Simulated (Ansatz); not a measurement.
# CdCS3: relaxing a made-up structure

Starting from a made-up structure for CdCS3, the aim is the relaxed cell, its shortest contacts and, where a second run follows, its electronic structure.

Main program and level: Ansatz 0.2.0; DFT, PBE, plane-wave PAW, files of the set soft_1, scalar-relativistic, no spin, cell and ions relaxed at zero pressure; PAW set soft_1, in the first sound run; inputs show where later runs differ.

**1. Set-up**

Symmetry: R-3m, No. 166, trigonal system. Conventional cell: a = 5.865 Å, b = 5.865 Å, c = 9.789 Å, α = 90.00°, β = 90.00°, γ = 120.00°. Nearest to Cd lie 6 S at 2.35 Å. Nearest to S lie 2 Cd at 2.35 Å. Nearest to C lie 6 S at 2.93 Å. Farther neighbours and most contacts between anions are not listed.

**2. Relaxing cell and atoms**

The guess takes its coordinates from another compound and its volume from a rule, so the cell and any free coordinates are relaxed together.

input.yaml reads:

```yaml
crystal:
  lattice:
    - [2.9325, 1.693079664, 3.263]
    - [-2.9325, 1.693079664, 3.263]
    - [0.0, -3.386159329, 3.263]
  atoms:
    - { symbol: Cd, position: [0.0, 0.0, 0.0] }
    - { symbol: S, position: [0.0, 0.0, 0.5] }
    - { symbol: S, position: [0.0, 0.5, 0.0] }
    - { symbol: S, position: [0.5, 0.0, 0.0] }
    - { symbol: C, position: [0.5, 0.5, 0.5] }
kpoints:
  mp_grid: { grid: [6, 6, 6] }
scf:
  occupations: { method: fermi_dirac, width: 0.05 }
hamiltonian:
  xc: pbe
  pseudopotentials: { kind: paw, azcp: { folder: soft_1 } }
relax:
  f_tol: 0.015
  max_steps: 70
  cell: {}
output:
  forces: true
  stress: true
```

Started as:

```bash
> ansatz run input.yaml --threads 4 --pin off --max-ram 8192MiB --backend cpu --events-out ev --progress --plain --runs-dir out
```

Numbers of over 12 decimals in the logs are rounded to 6 here.

What it wrote:

```text
Engine: ansatz 0.2.0, x86_64-unknown-linux-gnu
Pseudopotentials: kind: paw
Pseudopotential: Cd, paw, valence charge 20, recommended cutoff 420 eV (normal), soft_1/Cd.paw.azcp
Pseudopotential: S, paw, valence charge 6, recommended cutoff 420 eV (normal), soft_1/S.paw.azcp
Pseudopotential: C, paw, valence charge 4, recommended cutoff 420 eV (normal), soft_1/C.paw.azcp
Functional definition: PBE
  parameter kappa = 0.804
  parameter beta = 0.066725
  exchange = pbe_x(kappa = kappa, mu = beta*pi^2/3)
  correlation = pbe_c(beta = beta)
Crystal: 5 atoms, lattice volume = 97.204 Å³
Basis set: ecut = 420 eV, 1883 PW (Γ), exchange–correlation on 64×64×64 points (8 copies of the dense FFT grid, shifted against one another)
Bands: 26, of which v1, the nominal top of the filled ones, is band 21 counted from 1 (20 counted from 0)
Symmetry: 12 space group operations
Space group: R-3m (ITA 166), of the structure as read, at distance tolerance 4.6e-5 Å
k-points: 32 of 216
Non-local potential: Cd, projectors of the file, l = 0: 3, l = 1: 2, l = 2: 2, l = 3: 1
Non-local potential: S, projectors of the file, l = 0: 2, l = 1: 2, l = 2: 1
Non-local potential: C, projectors of the file, l = 0: 2, l = 1: 2, l = 2: 1
PAW form: soft (Blöchl's): semilocal exchange-correlation on the pseudo side does not see the compensation charge
PAW one-centre angular grid: Cd, 590 points (default); XC on 64 Gauss nodes
PAW one-centre angular grid: S, 110 points (default); XC on 64 Gauss nodes
PAW one-centre angular grid: C, 110 points (default); XC on 64 Gauss nodes
Initial density: superposition of atomic densities (chi_scale 0.1, normalization cell), built separately for each of the 2 bonded fragments (scf.initial_density.interfragment_charge_transfer: auto; true builds it for the cell as a whole; a typed value also counts as a typed key of the start: scf.initial_density.chi_scale says what that changes, if anything)
Initial wavefunctions: pseudopotential atomic-orbital guess
Functional: x = pbe(κ = 0.804, μ = 0.219515), c = pbe(β = 0.066725)
SCF iter   1: F=—  HF=-11201.701704 eV  |F-HF|=—  |Δ(HF+E_count)|=         —  Δρ=5.50e-2  dr2=5.59e0  ethr=3.10e-3  ⟨swp⟩=8.8  Hψ=4471  notcnv=0
preconditioner: auto → Kerker (q_TF=auto, 2.372 Å⁻¹)  [metal: Δε(μ)=0.063 eV  Ē_g=8.904 eV  σ=0.050 eV  W_gap=0.30  n_scr=20 (ndim 8)  ℏωp=22.0 eV  f_vac=0.001  D(μ)=3.75/eV (n_scr^D=26)]
SCF iter   2: F=—  HF=-11201.131466 eV  |F-HF|=—  |Δ(HF+E_count)|=   5.70e-1  Δρ=2.22e-2  dr2=9.28e-1  ethr=3.10e-3  ⟨swp⟩=2.1  Hψ=1675  notcnv=0
SCF iter   3: F=—  HF=-11201.059165 eV  |F-HF|=—  |Δ(HF+E_count)|=   7.23e-2  Δρ=7.49e-3  dr2=3.41e-2  ethr=2.21e-3  ⟨swp⟩=2.0  Hψ=911  notcnv=0
SCF iter   4: F=—  HF=-11201.060437 eV  |F-HF|=—  |Δ(HF+E_count)|=   1.27e-3  Δρ=2.09e-3  dr2=4.06e-3  ethr=8.11e-5  ⟨swp⟩=2.7  Hψ=1563  notcnv=0
SCF iter   5: F=—  HF=-11201.060934 eV  |F-HF|=—  |Δ(HF+E_count)|=   4.97e-4  Δρ=5.57e-4  dr2=3.91e-4  ethr=9.66e-6  ⟨swp⟩=2.7  Hψ=1540  notcnv=0
SCF iter   6: F=—  HF=-11201.061016 eV  |F-HF|=—  |Δ(HF+E_count)|=   8.21e-5  Δρ=2.50e-4  dr2=7.84e-5  ethr=9.30e-7  ⟨swp⟩=2.2  Hψ=1233  notcnv=0
SCF iter   7: F=—  HF=-11201.061212 eV  |F-HF|=—  |Δ(HF+E_count)|=   1.96e-4  Δρ=4.98e-5  dr2=5.46e-6  ethr=1.87e-7  ⟨swp⟩=1.2  Hψ=837  notcnv=0
SCF iter   8: F=—  HF=-11201.061213 eV  |F-HF|=—  |Δ(HF+E_count)|=   1.18e-6  Δρ=1.40e-5  dr2=4.43e-7  ethr=1.30e-8  ⟨swp⟩=2.3  Hψ=1310  notcnv=0
SCF iter   9: F=-11201.061214 eV  HF=-11201.061214 eV  |F-HF|=7.39e-9  |Δ(HF+E_count)|=   2.29e-7  Δρ=2.80e-6  dr2=1.76e-8  ethr=2.38e-10  ⟨swp⟩=5.0  Hψ=3244  notcnv=0
SCF 1 converged in 9 iterations: F = -11201.061214 eV  dr2 = 1.76e-8
  greatest PAW one-centre occupation: 1.000 electrons in one spin orbital (limit 2), on the Cd atom at site 0 (counted from 0), in its partial waves of l = 0
relax step   1: F+E_penalty+E_count = -11201.06121357 eV  Δ(F+E_penalty+E_count) = +0.000e0 eV  max|allowed force component| = 4.431e-30 eV/Å  Δτ_max = 0.0000 Å  P = +12.358 GPa  Ω = 97.204 Å³  (9 SCF iters, dr2 threshold 1.00e-7 eV, accepted)
Crystal: 5 atoms, lattice volume = 102.850 Å³
Basis set: ecut = 420 eV, 1967 PW (Γ), exchange–correlation on 64×64×64 points (8 copies of the dense FFT grid, shifted against one another)
Initial density: handed on by an earlier stage of this run
Initial wavefunctions: those handed on with the density
iter 1 solved again at ethr=6.07e-4 eV; its pass at ethr=3.10e-3 eV (dr2=2.55e-1 eV) is discarded
SCF iter   1: F=—  HF=-11201.756280 eV  |F-HF|=—  |Δ(HF+E_count)|=         —  Δρ=1.19e-2  dr2=2.53e-1  ethr=6.07e-4  ⟨swp⟩=1.0  Hψ=4883  notcnv=0
preconditioner: auto → LDOS  [metal: Δε(μ)=0.019 eV  Ē_g=8.048 eV  σ=0.050 eV  W_gap=0.09  n_scr=20 (ndim 8)  ℏωp=21.3 eV  f_vac=0.014  D(μ)=6.97/eV (n_scr^D=86)  β→1.0]
SCF iter   2: F=—  HF=-11201.742144 eV  |F-HF|=—  |Δ(HF+E_count)|=   1.41e-2  Δρ=4.30e-3  dr2=3.90e-2  ethr=6.03e-4  ⟨swp⟩=1.5  Hψ=850  notcnv=0
SCF iter   3: F=—  HF=-11201.742034 eV  |F-HF|=—  |Δ(HF+E_count)|=   1.10e-4  Δρ=2.49e-3  dr2=7.08e-3  ethr=9.27e-5  ⟨swp⟩=2.0  Hψ=1495  notcnv=0
SCF iter   4: F=—  HF=-11201.740798 eV  |F-HF|=—  |Δ(HF+E_count)|=   1.24e-3  Δρ=3.43e-4  dr2=1.14e-4  ethr=1.69e-5  ⟨swp⟩=2.0  Hψ=1133  notcnv=0
SCF iter   5: F=—  HF=-11201.741065 eV  |F-HF|=—  |Δ(HF+E_count)|=   2.67e-4  Δρ=1.80e-4  dr2=5.49e-5  ethr=2.70e-7  ⟨swp⟩=2.6  Hψ=1298  notcnv=0
SCF iter   6: F=—  HF=-11201.741063 eV  |F-HF|=—  |Δ(HF+E_count)|=   1.61e-6  Δρ=8.82e-5  dr2=6.31e-6  ethr=1.31e-7  ⟨swp⟩=1.1  Hψ=834  notcnv=0
SCF iter   7: F=—  HF=-11201.741066 eV  |F-HF|=—  |Δ(HF+E_count)|=   2.90e-6  Δρ=3.31e-5  dr2=9.48e-7  ethr=1.50e-8  ⟨swp⟩=2.5  Hψ=1288  notcnv=0
SCF iter   8: F=-11201.741067 eV  HF=-11201.741067 eV  |F-HF|=6.90e-9  |Δ(HF+E_count)|=   5.77e-7  Δρ=5.85e-6  dr2=2.80e-8  ethr=1.19e-9  ⟨swp⟩=4.8  Hψ=2923  notcnv=0
SCF 2 converged in 8 iterations: F = -11201.741067 eV  dr2 = 2.80e-8
relax step   2: F+E_penalty+E_count = -11201.74106669 eV  Δ(F+E_penalty+E_count) = -6.799e-1 eV  max|allowed force component| = 2.735e-30 eV/Å  Δτ_max = 0.0000 Å  P = +6.524 GPa  Ω = 102.850 Å³  energy of the carried Pulay correction = -1.597e-3 eV  (8 SCF iters, dr2 threshold 5.00e-7 eV, accepted)
Crystal: 5 atoms, lattice volume = 105.902 Å³
Basis set: ecut = 420 eV, 2105 PW (Γ), exchange–correlation on 64×64×64 points (8 copies of the dense FFT grid, shifted against one another)
iter 1 solved again at ethr=7.90e-4 eV; its pass at ethr=3.10e-3 eV (dr2=3.32e-1 eV) is discarded
[...]
relax step   5: F+E_penalty+E_count = -11203.21332954 eV  Δ(F+E_penalty+E_count) = -4.108e-1 eV  max|allowed force component| = 5.877e-30 eV/Å  Δτ_max = 0.0000 Å  P = +1.620 GPa  Ω = 104.283 Å³  energy of the carried Pulay correction = -1.802e-3 eV  (8 SCF iters, dr2 threshold 5.00e-7 eV, accepted)
relax step   6: F+E_penalty+E_count = -11203.51135291 eV  Δ(F+E_penalty+E_count) = -2.980e-1 eV  max|allowed force component| = 2.141e-29 eV/Å  Δτ_max = 0.0000 Å  P = +0.855 GPa  Ω = 103.230 Å³  energy of the carried Pulay correction = -1.434e-3 eV  (7 SCF iters, dr2 threshold 5.00e-7 eV, accepted)
relax step   7: F+E_penalty+E_count = -11203.64713329 eV  Δ(F+E_penalty+E_count) = -1.358e-1 eV  max|allowed force component| = 3.176e-29 eV/Å  Δτ_max = 0.0000 Å  P = -0.074 GPa  Ω = 102.684 Å³  energy of the carried Pulay correction = -1.208e-3 eV  (7 SCF iters, dr2 threshold 5.00e-7 eV, accepted)
relax step   8: F+E_penalty+E_count = -11203.65712121 eV  Δ(F+E_penalty+E_count) = -9.988e-3 eV  max|allowed force component| = 5.995e-30 eV/Å  Δτ_max = 0.0000 Å  P = +0.179 GPa  Ω = 101.558 Å³  energy of the carried Pulay correction = -8.632e-4 eV  (7 SCF iters, dr2 threshold 5.00e-7 eV, accepted)
relax step   9: F+E_penalty+E_count = -11203.65701307 eV  Δ(F+E_penalty+E_count) = +1.081e-4 eV  max|allowed force component| = 6.311e-30 eV/Å  Δτ_max = 0.0000 Å  P = -0.177 GPa  Ω = 102.122 Å³  energy of the carried Pulay correction = -1.024e-3 eV  (6 SCF iters, dr2 threshold 1.04e-7 eV, accepted)
relax step  10: F+E_penalty+E_count = -11203.65723059 eV  Δ(F+E_penalty+E_count) = -2.175e-4 eV  max|allowed force component| = 6.459e-30 eV/Å  Δτ_max = 0.0000 Å  P = +0.000 GPa  Ω = 101.873 Å³  energy of the carried Pulay correction = -9.538e-4 eV  (5 SCF iters, dr2 threshold 1.65e-7 eV, accepted)
relax step  11: F+E_penalty+E_count = -11203.82425909 eV  Δ(F+E_penalty+E_count) = -1.670e-1 eV  max|allowed force component| = 8.099e-30 eV/Å  Δτ_max = 0.0000 Å  P = +1.703 GPa  Ω = 101.873 Å³  stress off target by 4.75e0 GPa  SCF on the basis re-selected at this cell (its energy is not comparable with the rows above)  (9 SCF iters)
relax step  12: F+E_penalty+E_count = -11203.88864917 eV  Δ(F+E_penalty+E_count) = -6.439e-2 eV  max|allowed force component| = 1.473e-29 eV/Å  Δτ_max = 0.0000 Å  P = +0.679 GPa  Ω = 103.437 Å³  energy of the carried Pulay correction = -5.934e-4 eV  (7 SCF iters, dr2 threshold 5.00e-7 eV, accepted)
relax step  13: F+E_penalty+E_count = -11203.89956410 eV  Δ(F+E_penalty+E_count) = -1.091e-2 eV  max|allowed force component| = 2.335e-29 eV/Å  Δτ_max = 0.0000 Å  P = +0.163 GPa  Ω = 104.393 Å³  energy of the carried Pulay correction = -9.907e-4 eV  (7 SCF iters, dr2 threshold 5.00e-7 eV, accepted)
relax step  14: F+E_penalty+E_count = -11203.89988143 eV  Δ(F+E_penalty+E_count) = -3.173e-4 eV  max|allowed force component| = 9.782e-30 eV/Å  Δτ_max = 0.0000 Å  P = -0.027 GPa  Ω = 104.764 Å³  energy of the carried Pulay correction = -1.108e-3 eV  (6 SCF iters, dr2 threshold 1.93e-7 eV, accepted)
Basis set: ecut = 420 eV, 2025 PW (Γ), exchange–correlation on 80×80×80 points (8 copies of the dense FFT grid, shifted against one another)
iter 1 solved again at ethr=1.80e-7 eV; its pass at ethr=3.10e-3 eV (dr2=7.55e-5 eV) is discarded
SCF iter   1: F=—  HF=-11203.901314 eV  |F-HF|=—  |Δ(HF+E_count)|=         —  Δρ=9.76e-5  dr2=1.34e-6  ethr=1.80e-7  ⟨swp⟩=3.7  Hψ=6966  notcnv=0
preconditioner: auto → LDOS  [metal: Δε(μ)=0.021 eV  Ē_g=8.673 eV  σ=0.050 eV  W_gap=0.10  n_scr=20 (ndim 8)  ℏωp=21.2 eV  f_vac=0.115  D(μ)=5.26/eV (n_scr^D=58)  β→1.0]
SCF iter   2: F=—  HF=-11203.901427 eV  |F-HF|=—  |Δ(HF+E_count)|=   1.13e-4  Δρ=2.03e-5  dr2=2.70e-7  ethr=3.18e-9  ⟨swp⟩=2.0  Hψ=1522  notcnv=0
SCF iter   3: F=—  HF=-11203.901427 eV  |F-HF|=—  |Δ(HF+E_count)|=   6.55e-8  Δρ=1.35e-5  dr2=1.71e-7  ethr=6.44e-10  ⟨swp⟩=2.0  Hψ=1488  notcnv=0
SCF iter   4: F=—  HF=-11203.901427 eV  |F-HF|=—  |Δ(HF+E_count)|=   2.57e-8  Δρ=6.34e-6  dr2=5.07e-8  ethr=4.07e-10  ⟨swp⟩=2.0  Hψ=1004  notcnv=0
SCF iter   5: F=—  HF=-11203.901427 eV  |F-HF|=—  |Δ(HF+E_count)|=   4.29e-9  Δρ=2.55e-6  dr2=9.06e-9  ethr=1.21e-10  ⟨swp⟩=2.1  Hψ=998  notcnv=0
SCF iter   6: F=—  HF=-11203.901427 eV  |F-HF|=—  |Δ(HF+E_count)|=   1.85e-9  Δρ=9.25e-7  dr2=1.24e-9  ethr=2.16e-11  ⟨swp⟩=2.1  Hψ=1151  notcnv=0
SCF iter   7: F=-11203.901427 eV  HF=-11203.901427 eV  |F-HF|=0.00e0  |Δ(HF+E_count)|=  3.87e-10  Δρ=1.51e-7  dr2=1.79e-11  ethr=1.00e-12  ⟨swp⟩=4.3  Hψ=3707  notcnv=0
SCF 15 converged in 7 iterations: F = -11203.901427 eV  dr2 = 1.79e-11
relax step  15: F+E_penalty+E_count = -11203.90142663 eV  Δ(F+E_penalty+E_count) = -1.545e-3 eV  max|allowed force component| = 1.602e-29 eV/Å  Δτ_max = 0.0000 Å  P = -0.022 GPa  Ω = 104.764 Å³  stress off target by 4.81e-2 GPa  SCF on the basis re-selected at this cell (its energy is not comparable with the rows above)  (7 SCF iters)
basis re-selected at this cell: Δ(F+E_penalty+E_count) = -1.545e-3 eV, ΔP = +0.004 GPa vs the last step (what re-selecting the basis moved, of the pressure what is left beyond the Pulay correction that the steps carried, after the strain that the cell walked since its last selection, with what the two solves' SCF thresholds leave and, on support functions, any second-order correction that the steps lacked; it is no measure of the basis error at this ecutwfc). The dense FFT grid was sized anew with the basis: this SCF ran on 40×40×40 points, the steps before it on 36×36×36, so part of this shift can come from that change (see relax.cell in the input reference). [rest of the remark cut]
SCF converged after 7 iterations
Free energy (F): -11203.901427 eV
Harris-Foulkes:  -11203.901427 eV  (|F-HF|=0.00e0)
Internal energy: -11203.859958 eV  (E = F + TS)
E sigma→0 (E₀):  -11203.880692 eV
Entropy (-TS):   -0.041468 eV (-8.294 meV/atom)
Fermi energy:    6.535365 eV
--- Per-component energies (eV) ---
  E_band       = -546.148987
  E_kinetic    = 821.647897
  E_local      = -4833.028442  (includes V_loc(G=0)·N_el)
  E_nonlocal   = 253.503299
  E_hartree    = 2148.345865
  E_xc         = -462.453328
  E_vxc        = -491.858593  (∫ρ·V_xc dr)
  E_paw        = -6023.624147  (= ΣΔE_a)
  E_vpaw       = -593.105249  (= ΣTr[D̂ρ^β])
  E_aug_tail   = 0.000356  (compensation charges beyond the density's cutoff)
  E_ewald      = -3108.251457
  E_smearing   = -0.041468  (= −TS)
  E_closure    = -0.000000  (closes the sum)
  Σ components = -11203.901427   (vs F -11203.901427, Δ=0.00e0)
--- Forces (eV/Å), atoms counted from 1 ---
  atom   1  Cd     0.00000000     0.00000000    -0.00000000
  atom   2  S      0.00000000     0.00000000     0.00000000
  atom   3  S      0.00000000     0.00000000     0.00000000
  atom   4  S      0.00000000     0.00000000     0.00000000
  atom   5  C      0.00000000     0.00000000     0.00000000
  max |Σ_I F_I| component: 2.51e-29 eV/Å
--- Stress (GPa, compression-positive) ---
       -0.048122      -0.000000      -0.000000
       -0.000000      -0.048122      -0.000000
       -0.000000      -0.000000       0.029363
  P = ⅓ Tr σ = -0.0223 GPa (-0.223 kbar)
--- Relaxed structure (13 steps of the walk, 13 accepted, 2 SCFs on fresh bases) ---
  F+E_penalty+E_count = -11203.90142663 eV   max|allowed force component| = 1.602e-29 eV/Å   (the final SCF, on the basis selected at the relaxed cell)
  cell:  # Å, volume = 104.7640 Å³
    - [2.592870, 1.496994, 4.498419]
    - [-2.592870, 1.496994, 4.498419]
    - [0, -2.993988, 4.498419]
  atoms:
    - { symbol: Cd, position: [0, 0, 0] }
    - { symbol: S, position: [0.0, 0.0, 0.5] }
    - { symbol: S, position: [0.0, 0.5, -2.7755575615628914e-17] }
    - { symbol: S, position: [0.5, 0.0, -2.7755575615628914e-17] }
    - { symbol: C, position: [0.500000, 0.500000, 0.5] }
```

The job ended after 14 s (4 threads of Intel Xeon at 2.60GHz (Ice Lake), shared host; peak memory 0.53 GiB).

Relaxation path:

```
step  energy less that of the first step (eV)  largest force component (eV/Å)  pressure (GPa)  volume (Å³)
   1                                   0.0000                          0.0000           12.36        97.20
   2                                  -0.6799                          0.0000            6.52       102.85
   3                                  -1.2073                          0.0000            3.45       105.90
   4                                  -1.7414                          0.0000            2.82       104.59
   5                                  -2.1521                          0.0000            1.62       104.28
   6                                  -2.4501                          0.0000            0.86       103.23
   7                                  -2.5859                          0.0000           -0.07       102.68
   8                                  -2.5959                          0.0000            0.18       101.56
   9                                  -2.5958                          0.0000           -0.18       102.12
  10                                  -2.5960                          0.0000            0.00       101.87
 11*                                  -2.7630                          0.0000            1.70       101.87
  12                                  -2.8274                          0.0000            0.68       103.44
  13                                  -2.8383                          0.0000            0.16       104.39
  14                                  -2.8387                          0.0000           -0.03       104.76
 15*                                  -2.8402                          0.0000           -0.02       104.76
```

Relaxation steps marked * repeat the geometry before them on a plane-wave basis chosen anew for their cell, so energy and pressure can jump there.

Forces are held to the 12 operations that the run works with; a distortion that breaks them can't arise in this run.

```csv
cell as run,before,after,change
a (Å),4.702,5.404,+14.9 %
b (Å),4.702,5.404,+14.9 %
c (Å),4.702,5.404,+14.9 %
α (°),77.16,57.35,-25.7 %
β (°),77.16,57.35,-25.7 %
γ (°),77.16,57.35,-25.7 %
volume (Å³/atom),19.44,20.95,+7.8 %
```

Final coordinates:

```xyz
5
Lattice="2.5929 1.4970 4.4984 -2.5929 1.4970 4.4984 0.0000 -2.9940 4.4984" Properties=species:S:1:pos:R:3 pbc="T T T"
Cd    0.0000    0.0000    0.0000
S     0.0000   -1.4970    2.2492
S    -1.2964    0.7485    2.2492
S     1.2964    0.7485    2.2492
C     0.0000    0.0000    6.7476
```

Numbers from this step:

| Quantity | Value |
| --- | --- |
| free energy | -11203.9014 eV |
| energy at zero smearing | -11203.8807 eV |
| smearing term TS | 0.04147 eV |
| Fermi energy | 6.535 eV |
| electrons | 42 |
| symmetry operations | 12 |
| pressure | -0.02229 GPa |

Shortest distances by pair of elements, guess and relaxed (not always the same contact):

| pair | guess (Å) | relaxed (Å) |
| --- | --- | --- |
| C–S | 2.932 | 2.593 |
| S–S | 2.932 | 2.593 |
| Cd–S | 2.351 | 2.702 |
| C–Cd | 3.759 | 3.745 |
| Cd–Cd | 4.702 | 5.186 |

The relaxation ends with a pressure of -0.02 GPa.

(Part 1 of 2 ends here.)

[Logs are printed without paths, hosts, clocks, repeated set-up lines and the standing remarks that a program may print on its own settings, such as how far it seeks lower states.]

[Hosts, paths, dates, database ids (printed as entryN), source tags and the programs' standing remarks are cut or masked in the printed files.]
